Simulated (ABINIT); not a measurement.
### ScHO2 (R-3m): a self-consistent loop beyond G0W0, cycle by cycle

The structure is trigonal, space group R-3m (No. 166). The conventional cell has a = 3.233 Å, b = 3.233 Å, c = 13.593 Å, α = 90.00°, β = 90.00°, γ = 120.00°. Nearest to Sc lie 6 O at 2.14 Å. Nearest to H lie 2 O at 1.22 Å. Nearest to O lie 1 H at 1.22 Å and 3 Sc at 2.14 Å. Farther neighbours, and contacts between anions beyond the nearest, are not listed.

* method: RPA screening on PBEsol from quasiparticle energies, plane waves, norm-conserving pseudopotentials (and 5 further levels or steps)
* program: ABINIT 10.8.3
* settings: cutoff 36 Ha, PseudoDojo scalar-relativistic 0.4.1 standard, norm-conserving, ngkpt (4, 4, 4), nband 61, ecuteps 4.8 Ha, gwcalctyp 10, inclvkb 2, shiftk (0, 0, 0), symchi 1, awtr 1, frequency ppm, cycle 3, q points all but q = 0, 4×4×4 k-mesh
* cost: 15 runs, 7.2 min in all on 8 MPI ranks of Arm Neoverse V2, shared host
* notes: The program’s warnings: nkpt*nsppol () is not a multiple of nproc spkpt (). The cell and positions are those that the Materials Project relaxed with its own functionals (PBE, PBE+U or r2SCAN), kept fixed. The first cycle of evGW0 takes the full correction, without the factor Z, so it overshoots the one-shot value.
* G0W0: 6.635 eV
* evGW0, cycle 1: 7.211 eV
* evGW0, cycle 2: 7.120 eV
* evGW0, cycle 3: 7.111 eV
* evGW, cycle 1: 7.724 eV
* evGW, cycle 2: 7.813 eV
* evGW, cycle 3: 7.822 eV
* known limits: short of the basis limit

Only the bands that the input lists are updated; the higher empty ones keep the functional's energies. The evGW loop starts from the last levels of evGW0, so its cycles and time come on top of those.

[Paths, hosts, dates, memory and timing lines, banners, echoed tables and standing remarks are left out of the program output; an Ansatz launch command may be rebuilt from the run's recorded settings. Measured values are a selection of at most five: reports struck by readers or far from the other reports are left out. None is set beside runs whose start may be inverted or whose files or cutoffs have a known fault.]

[Runs of the session that timed out or met a known fault of the program may be left out.]

[Hosts, paths, dates, database ids (printed as entryN), source tags and the programs' standing remarks are cut or masked in the printed files.]

[G0W0 gaps are taken among the corrected bands and points alone; a level outside them can change the order at an edge.]

[Where Ansatz stands beside ABINIT at settings called matched, ABINIT's density can come from a denser mesh and the files from another edition; pairs whose starting gaps differed by over 0.03 eV were left out, so agreement reads better than it is.]
